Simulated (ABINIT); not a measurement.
## LiHF2 (R-3m): G0W0 in ABINIT against the plane-wave cutoff

How does the gap of LiHF2 (R-3m) converge in the plane-wave cutoff?

Main program and level: ABINIT 10.8.3; LDA and many-body steps on it, plane waves.

### Step 1. The structure

It takes space group R-3m (No. 166, trigonal). Conventional cell: a = 2.934 Å, b = 2.934 Å, c = 13.100 Å, α = 90.00°, β = 90.00°, γ = 120.00°. Nearest to Li lie 6 F at 1.99 Å. Nearest to H lie 2 F at 1.14 Å. Nearest to F lie 1 H at 1.14 Å and 3 Li at 1.99 Å. Farther neighbours and most contacts between anions are not listed.

The cell and positions are those that the Materials Project relaxed with its own functionals (PBE, PBE+U or r2SCAN), kept fixed.

### Step 2. Empty states on the mesh, 4×4×4 mesh, 69 bands

This step: ABINIT 10.8.3; DFT, LDA, plane waves, norm-conserving pseudopotentials.

The sums over transitions need many empty states on a uniform mesh; this step solves for them.

File run.abi:

```
acell 3*1.0 Angstrom
rprim 
  1.466983587415 0.846963369091 4.366688724100
  -1.466983587415 0.846963369091 4.366688724100
  0.000000000000 -1.693926738182 4.366688724100
ntypat 3
znucl 3 1 9
natom 4
typat 1 2 3 3
xred 
  0.000000000000 0.000000000000 0.000000000000
  0.500000000000 0.500000000000 0.500000000000
  0.413301880000 0.413301880000 0.413301880000
  0.586698120000 0.586698120000 0.586698120000
pp_dirpath "pseudos"
pseudos "Li.upf, H.upf, F.upf"
ecut 36
ngkpt 4 4 4
nshiftk 1
shiftk 0 0 0
kptopt 1
chksymbreak 0
irdden 1
istwfk *1
nband 69
prtvol 0
optdriver 6
gwr_task "HDIAGO"
paral_kgb 0
occopt 1
indata_prefix "in"
outdata_prefix "out"
tmpdata_prefix "tmp"
```

Started as:

```
OMP_NUM_THREADS=1 mpirun -n 4 abinit run.abi > log
```

Numbers of over 12 decimals in the logs are rounded to 6 here.

What it wrote:

```text
.Version 10.8.3 of ABINIT. v10.8.2 released Aug 2026.

 Symmetries : space group R-3 m (#166); Bravais hR (rhombohedral)
[... echo of the input left out ...]
== DATASET  1 ==================================================================
-   mpi_nproc: 4, omp_nthreads: 1 (-1 if OMP is not activated)

--- !DatasetInfo
iteration_state: {dtset: 1, }
dimensions: {natom: 4, nkpt: 13, mband: 69, nsppol: 1, nspinor: 1, nspden: 1, mpw: 2290, }
cutoff_energies: {ecut:  36.0, pawecutdg:  -1.0, }
[...]
Indirect band gap semiconductor
 Fundamental gap:     8.102 (eV)
   VBM:    -2.764 (eV) at k: [ 5.0000E-01,  5.0000E-01,  5.0000E-01]
   CBM:     5.338 (eV) at k: [ 0.0000E+00,  0.0000E+00,  0.0000E+00]
 Direct gap:         8.306 (eV) at k: [ 0.0000E+00,  0.0000E+00,  0.0000E+00]

== END DATASET(S) ==============================================================
================================================================================

 -outvars: echo values of variables after computation  --------
           etotal      0.0000000000E+00
            nband          69
             nkpt          13
          spgroup         166
 [... the other variables as echoed above ...]

 Calculation completed.
```

Run time: 36 s. Hardware: 4 MPI ranks of Arm Neoverse V2, shared host; peak memory 1.4 GiB.

Numbers from this step:

```
gap                                                           : 8.102 eV
k of the valence top                                          : 0.5, 0.5, 0.5
k of the conduction bottom                                    : 0, 0, 0
least direct gap                                              : 8.306 eV
k points computed                                             : 13
lowest point of the top converged band, above the valence top : 75.0070 eV
```

On this mesh the gap is 8.102 eV.

The density comes from a self-consistent run that is not shown.

### Step 3. Empty states on the mesh, 4×4×4 mesh, 26 bands

Edit run.abi of step 2 so:

```diff
@@ -16,3 +16,3 @@
 pseudos "Li.upf, H.upf, F.upf"
-ecut 36
+ecut 22
 ngkpt 4 4 4
@@ -22,10 +22,10 @@
 chksymbreak 0
+iscf -2
 irdden 1
 istwfk *1
-nband 69
+nband 26
+nbdbuf 4
+tolwfr 1e-09
+nstep 60
 prtvol 0
-optdriver 6
-gwr_task "HDIAGO"
-paral_kgb 0
-occopt 1
 indata_prefix "in"
```

What it wrote:

```text
.Version 10.8.3 of ABINIT. v10.8.2 released Aug 2026.

 Symmetries : space group R-3 m (#166); Bravais hR (rhombohedral)
[... echo of the input left out ...]
== DATASET  1 ==================================================================
-   mpi_nproc: 4, omp_nthreads: 1 (-1 if OMP is not activated)

--- !DatasetInfo
iteration_state: {dtset: 1, }
dimensions: {natom: 4, nkpt: 13, mband: 26, nsppol: 1, nspinor: 1, nspden: 1, mpw: 1090, }
cutoff_energies: {ecut:  22.0, pawecutdg:  -1.0, }
[...]
-0.10893    0.19300    0.36728    0.52351    0.58350    0.63161    0.63161    0.77281
   0.77281    0.83550    0.92760    0.92760    0.99392    0.99392    1.03545    1.06975
   1.19004    1.19864
 prteigrs : prtvol=0 or 1, do not print more k-points.

== END DATASET(S) ==============================================================
================================================================================

 -outvars: echo values of variables after computation  --------
            nband          26
             nkpt          13
          spgroup         166
 [... the other variables as echoed above ...]

 Calculation completed.
```

Elapsed: 3.5 s, on 4 MPI ranks; peak memory 0.25 GiB.

This step gave:

```yaml
gap: 7.991 eV
k_of_the_valence_top: 0.5, 0.5, 0.5
k_of_the_conduction_bottom: 0, 0, 0
least_direct_gap: 8.216 eV
k_points_computed: 13
lowest_point_of_the_top_converged_band_above_the_valence_top: 28.34 eV
```

On this mesh the gap is 7.991 eV.

### Step 4. Empty states on the mesh, 4×4×4 mesh, 26 bands

Edit run.abi of step 3 so:

```diff
@@ -16,3 +16,3 @@
 pseudos "Li.upf, H.upf, F.upf"
-ecut 22
+ecut 29
 ngkpt 4 4 4
```

What it wrote:

```text
.Version 10.8.3 of ABINIT. v10.8.2 released Aug 2026.

 Symmetries : space group R-3 m (#166); Bravais hR (rhombohedral)
[... echo of the input left out ...]
== DATASET  1 ==================================================================
-   mpi_nproc: 4, omp_nthreads: 1 (-1 if OMP is not activated)

--- !DatasetInfo
iteration_state: {dtset: 1, }
dimensions: {natom: 4, nkpt: 13, mband: 26, nsppol: 1, nspinor: 1, nspden: 1, mpw: 1664, }
cutoff_energies: {ecut:  29.0, pawecutdg:  -1.0, }
[...]
-0.10941    0.19572    0.36872    0.51729    0.58165    0.63065    0.63065    0.77202
   0.77202    0.83415    0.92319    0.92319    0.99124    0.99124    1.03213    1.06840
   1.18978    1.19554
 prteigrs : prtvol=0 or 1, do not print more k-points.

== END DATASET(S) ==============================================================
================================================================================

 -outvars: echo values of variables after computation  --------
            nband          26
             nkpt          13
          spgroup         166
 [... the other variables as echoed above ...]

 Calculation completed.
```

It took 4.8 s on 4 MPI ranks; peak memory 0.27 GiB; 19 s of CPU time.

This step gave:

- gap: 8.098 eV
- k of the valence top: 0.5, 0.5, 0.5
- k of the conduction bottom: 0, 0, 0
- least direct gap: 8.303 eV
- k points computed: 13
- lowest point of the top converged band, above the valence top: 28.31 eV

On this mesh the gap is 8.098 eV.

### Step 5. Empty states on the mesh, 4×4×4 mesh, 26 bands

Edit run.abi of step 4 so:

```diff
@@ -16,3 +16,3 @@
 pseudos "Li.upf, H.upf, F.upf"
-ecut 29
+ecut 45
 ngkpt 4 4 4
```

What it wrote:

```text
.Version 10.8.3 of ABINIT. v10.8.2 released Aug 2026.

 Symmetries : space group R-3 m (#166); Bravais hR (rhombohedral)
[... echo of the input left out ...]
== DATASET  1 ==================================================================
-   mpi_nproc: 4, omp_nthreads: 1 (-1 if OMP is not activated)

--- !DatasetInfo
iteration_state: {dtset: 1, }
dimensions: {natom: 4, nkpt: 13, mband: 26, nsppol: 1, nspinor: 1, nspden: 1, mpw: 3198, }
cutoff_energies: {ecut:  45.0, pawecutdg:  -1.0, }
[...]
-0.10900    0.19621    0.36891    0.51630    0.58134    0.63050    0.63050    0.77186
   0.77186    0.83395    0.92266    0.92266    0.99073    0.99073    1.03177    1.06819
   1.18733    1.19518
 prteigrs : prtvol=0 or 1, do not print more k-points.

== END DATASET(S) ==============================================================
================================================================================

 -outvars: echo values of variables after computation  --------
            nband          26
             nkpt          13
          spgroup         166
 [... the other variables as echoed above ...]

 Calculation completed.
```

It took 7.4 s on 4 MPI ranks; peak memory 0.3 GiB.

This step gave:

- gap: 8.102 eV
- k of the valence top: 0.5, 0.5, 0.5
- k of the conduction bottom: 0, 0, 0
- least direct gap: 8.305 eV
- k points computed: 13
- lowest point of the top converged band, above the valence top: 28.29 eV

On this mesh the gap is 8.102 eV.

### Step 6. Screening, 4×4×4 mesh, 22 bands, screening to 106.1 eV

The RPA dielectric matrix is built and inverted for each q.

This step: RPA screening on LDA, plane waves, norm-conserving pseudopotentials.

Edit run.abi of step 5 so:

```diff
@@ -16,3 +16,3 @@
 pseudos "Li.upf, H.upf, F.upf"
-ecut 45
+ecut 22
 ngkpt 4 4 4
@@ -22,10 +22,11 @@
 chksymbreak 0
-iscf -2
-irdden 1
 istwfk *1
-nband 26
-nbdbuf 4
-tolwfr 1e-09
-nstep 60
-prtvol 0
+occopt 1
+irdwfk 1
+optdriver 3
+nband 22
+ecuteps 3.9
+inclvkb 2
+awtr 1
+symchi 1
 indata_prefix "in"
```

What it wrote:

```text
.Version 10.8.3 of ABINIT. v10.8.2 released Aug 2026.

 Symmetries : space group R-3 m (#166); Bravais hR (rhombohedral)
[... echo of the input left out ...]
== DATASET  1 ==================================================================
-   mpi_nproc: 4, omp_nthreads: 1 (-1 if OMP is not activated)

--- !DatasetInfo
iteration_state: {dtset: 1, }
dimensions: {natom: 4, nkpt: 13, mband: 22, nsppol: 1, nspinor: 1, nspden: 1, mpw: 1090, }
cutoff_energies: {ecut:  22.0, pawecutdg:  -1.0, }
electrons: {nelect:   1.80000000E+01, charge:   0.00000000E+00, occopt:   1.00000000E+00, tsmear:   1.00000000E-02, }

 SCREENING: Calculation of the susceptibility and dielectric matrices

 Based on a program developped by R.W. Godby, V. Olevano, G. Onida, and L. Reining.
 Incorporated in ABINIT by V. Olevano, G.-M. Rignanese, and M. Torrent.
.Using double precision arithmetic ; gwpc =  8

[... cell and pseudopotentials left out ...]
--------------------------------------------------------------------------------

 ==== K-mesh for the wavefunctions ====
 Number of points in the irreducible wedge :    13
[... list of points left out ...]
 Together with 12 symmetry operations and time-reversal symmetry
 yields    64 points in the full Brillouin Zone.

 ==== Q-mesh for the screening function ====
 Number of points in the irreducible wedge :    13
[... list of points left out ...]
 Together with 12 symmetry operations and time-reversal symmetry
 yields    64 points in the full Brillouin Zone.

 setmesh: FFT mesh size selected  =    27x   27x   27
          total number of points  =        19683

 vcoul_init : cutoff-mode = AUXILIARY_FUNCTION
 q-points for optical limit:   1
     1)      0.000010    0.000020    0.000030

- screening: taking advantage of time-reversal symmetry
- Maximum band index for partially occupied states nbvw = 9
- Remaining bands to be divided among processors   nbcw = 13
- Number of bands treated by each node ~3

 Number of electrons calculated from density =   18.0000; Expected =   18.0000
 average of density, n =  0.081937
 r_s =    1.4283
 omega_plasma =   27.6119 [eV]

 calculating chi0 at frequencies [eV] :
  1    0.000000E+00    0.000000E+00
  2    0.000000E+00    2.761194E+01

--------------------------------------------------------------------------------
  q-point number  1        q = ( 0.000000, 0.000000, 0.000000) [r.l.u.]
--------------------------------------------------------------------------------
[... chi0 elements left out ...]
 For q-point:  0.000010 0.000020 0.000030
  dielectric constant =   1.8794
  dielectric constant without local fields =   1.9406

  Average fulfillment of the sum rule on Im[epsilon] for q-point    1 :     22.92  [%]
[... wings left out ...]
  q-point number  2        q = ( 0.250000, 0.000000, 0.000000) [r.l.u.]
--------------------------------------------------------------------------------
[... chi0 elements left out ...]
  Average fulfillment of the sum rule on Im[epsilon] for q-point    2 :     32.55  [%]

 [... 11 further q-points ...]
```

Wall time 5.7 s (4 MPI ranks); peak memory 0.48 GiB; 22 s of CPU time.

This step gave:

```
ε∞ with local fields, on this mesh, along the program's q direction : 1.879
the same without local fields                                       : 1.941
plasma frequency                                                    : 27.61 eV
plane waves in the screening matrix                                 : 85
```

Local fields lower ε∞ by 3 %.

### Step 7. 22 Ha

This step: G0W0 on LDA, plane waves, norm-conserving pseudopotentials.

Edit run.abi of step 6 so:

```diff
@@ -25,8 +25,17 @@
 irdwfk 1
-optdriver 3
+optdriver 4
 nband 22
+gwcalctyp 0
+ecutsigx 22
+symsigma 1
+nkptgw 2
+kptgw 
+  0.5000000000 0.5000000000 0.5000000000
+  0.0000000000 0.0000000000 0.0000000000
+bdgw 
+  8 11
+  8 11
 ecuteps 3.9
-inclvkb 2
-awtr 1
-symchi 1
+irdscr 1
+ppmodel 1
 indata_prefix "in"
```

What it wrote:

```text
.Version 10.8.3 of ABINIT. v10.8.2 released Aug 2026.

 Symmetries : space group R-3 m (#166); Bravais hR (rhombohedral)
[... echo of the input left out ...]
== DATASET  1 ==================================================================
-   mpi_nproc: 4, omp_nthreads: 1 (-1 if OMP is not activated)

--- !DatasetInfo
iteration_state: {dtset: 1, }
dimensions: {natom: 4, nkpt: 13, mband: 22, nsppol: 1, nspinor: 1, nspden: 1, mpw: 1090, }
cutoff_energies: {ecut:  22.0, pawecutdg:  -1.0, }
electrons: {nelect:   1.80000000E+01, charge:   0.00000000E+00, occopt:   1.00000000E+00, tsmear:   1.00000000E-02, }

 SIGMA: Calculation of the GW corrections

 Based on a program developped by R.W. Godby, V. Olevano, G. Onida, and L. Reining.
 Incorporated in ABINIT by V. Olevano, G.-M. Rignanese, and M. Torrent.
.Using double precision arithmetic ; gwpc =  8

[... cell and pseudopotentials left out ...]
--------------------------------------------------------------------------------

 ==== K-mesh for the wavefunctions ====
 Number of points in the irreducible wedge :    13
[... list of points left out ...]
 Together with 12 symmetry operations and time-reversal symmetry
 yields    64 points in the full Brillouin Zone.

 ==== Q-mesh for screening function ====
 Number of points in the irreducible wedge :    13
[... list of points left out ...]
 Together with 12 symmetry operations and time-reversal symmetry
 yields    64 points in the full Brillouin Zone.

 vcoul_init : cutoff-mode = AUXILIARY_FUNCTION
 q-points for optical limit:   1
     1)      0.000010    0.000020    0.000030
 setmesh: FFT mesh size selected  =    40x   40x   40
          total number of points  =        64000

 Number of electrons calculated from density =   18.0000; Expected =   18.0000
 average of density, n =  0.081937
 r_s =    1.4283
 omega_plasma =   27.6119 [eV]

 === KS Band Gaps ===
  >>>> For spin  1
   Minimum direct gap =   8.2158 [eV], located at k-point      :   0.0000  0.0000  0.0000
   Fundamental gap    =   7.9915 [eV], Top of valence bands at :   0.5000  0.5000  0.5000
                                       Bottom of conduction at :   0.0000  0.0000  0.0000
 SIGMA fundamental parameters:
 PLASMON POLE MODEL  1
 number of plane-waves for SigmaX                 1085
 number of plane-waves for SigmaC and W             85
 number of plane-waves for wavefunctions          1085
 number of bands                                    22
 number of independent spin polarizations            1
 number of spinorial components                      1
 number of k-points in IBZ                          13
 number of q-points in IBZ                          13
 number of symmetry operations                      12
 number of k-points in BZ                           64
 number of q-points in BZ                           64
 number of frequencies for dSigma/dE                 9
 frequency step for dSigma/dE [eV]                0.25
 number of omega for Sigma on real axis              0
 max omega for Sigma on real axis  [eV]           0.00
 zcut for avoiding poles [eV]                     0.10

 EPSILON^-1 parameters (SCR file):
 dimension of the eps^-1 matrix on file             85
 dimension of the eps^-1 matrix used                85
 number of plane-waves for wavefunctions          1085
 number of bands                                    22
 number of q-points in IBZ                          13
 number of frequencies                               2
 number of real frequencies                          1
 number of imag frequencies                          1

 matrix elements of self-energy operator (all in [eV])

 Perturbative Calculation

--- !SelfEnergy_ee
iteration_state: {dtset: 1, }
kpoint     : [   0.500,    0.500,    0.500, ]
spin       : 1
KS_gap     :    8.942
QP_gap     :   14.109
Delta_QP_KS:    5.167
data: !SigmaeeData |
     Band     E0 <VxcDFT>   SigX SigC(E0)      Z dSigC/dE  Sig(E)    E-E0       E
        8  -2.740 -22.674 -30.647   4.912   0.832  -0.202 -25.221  -2.547  -5.287
        9  -2.740 -22.673 -30.647   4.912   0.832  -0.202 -25.221  -2.547  -5.287
       10   6.202 -10.423  -5.267  -2.247   0.900  -0.111  -7.804   2.619   8.821
       11   9.439 -12.348  -6.579  -2.416   0.892  -0.121  -9.356   2.992  12.431

--- !SelfEnergy_ee
iteration_state: {dtset: 1, }
kpoint     : [   0.000,    0.000,    0.000, ]
spin       : 1
KS_gap     :    8.216
QP_gap     :   13.300
Delta_QP_KS:    5.084
data: !SigmaeeData |
     Band     E0 <VxcDFT>   SigX SigC(E0)      Z dSigC/dE  Sig(E)    E-E0       E
        8  -2.964 -22.482 -30.510   4.923   0.831  -0.203 -25.064  -2.582  -5.546
        9  -2.964 -22.482 -30.510   4.923   0.831  -0.203 -25.064  -2.582  -5.546
       10   5.252 -10.997  -5.974  -2.246   0.901  -0.110  -8.495   2.502   7.753
       11   9.994  -9.572  -3.758  -2.473   0.904  -0.106  -6.552   3.020  13.014

== END DATASET(S) ==============================================================
================================================================================

 -outvars: echo values of variables after computation  --------
           etotal      0.0000000000E+00
            nband          22
             nkpt          13
          spgroup         166
 [... the other variables as echoed above ...]

 Calculation completed.
```

It took 2.2 s on 4 MPI ranks; peak memory 0.14 GiB.

Numbers from this step:

```yaml
g0w0_gap_on_the_points_computed: 13.04 eV
starting_gap_on_the_mesh: 7.991 eV
k_of_the_valence_top: 0.5, 0.5, 0.5
k_of_the_conduction_bottom: 0, 0, 0
z_at_the_valence_top: 0.832
z_at_the_conduction_bottom: 0.901
least_direct_g0w0_gap_on_the_computed_points: 13.30 eV
```

[end of part 1 of 2]

[Paths, hosts, dates, memory and timing lines, banners, echoed tables and standing remarks are left out of the program output.]

[Logs are printed without paths, hosts, clocks, repeated set-up lines and the standing remarks that a program may print on its own settings, such as how far it seeks lower states.]

[Runs of the session that timed out or met a known fault of the program may be left out.]

[Hosts, paths, dates, database ids (printed as entryN), source tags and the programs' standing remarks are cut or masked in the printed files.]

[G0W0 gaps are taken among the corrected bands and points alone; a level outside them can change the order at an edge.]

[Where Ansatz stands beside ABINIT at settings called matched, ABINIT's density can come from a denser mesh and the files from another edition; pairs whose starting gaps differed by over 0.03 eV were left out, so agreement reads better than it is.]
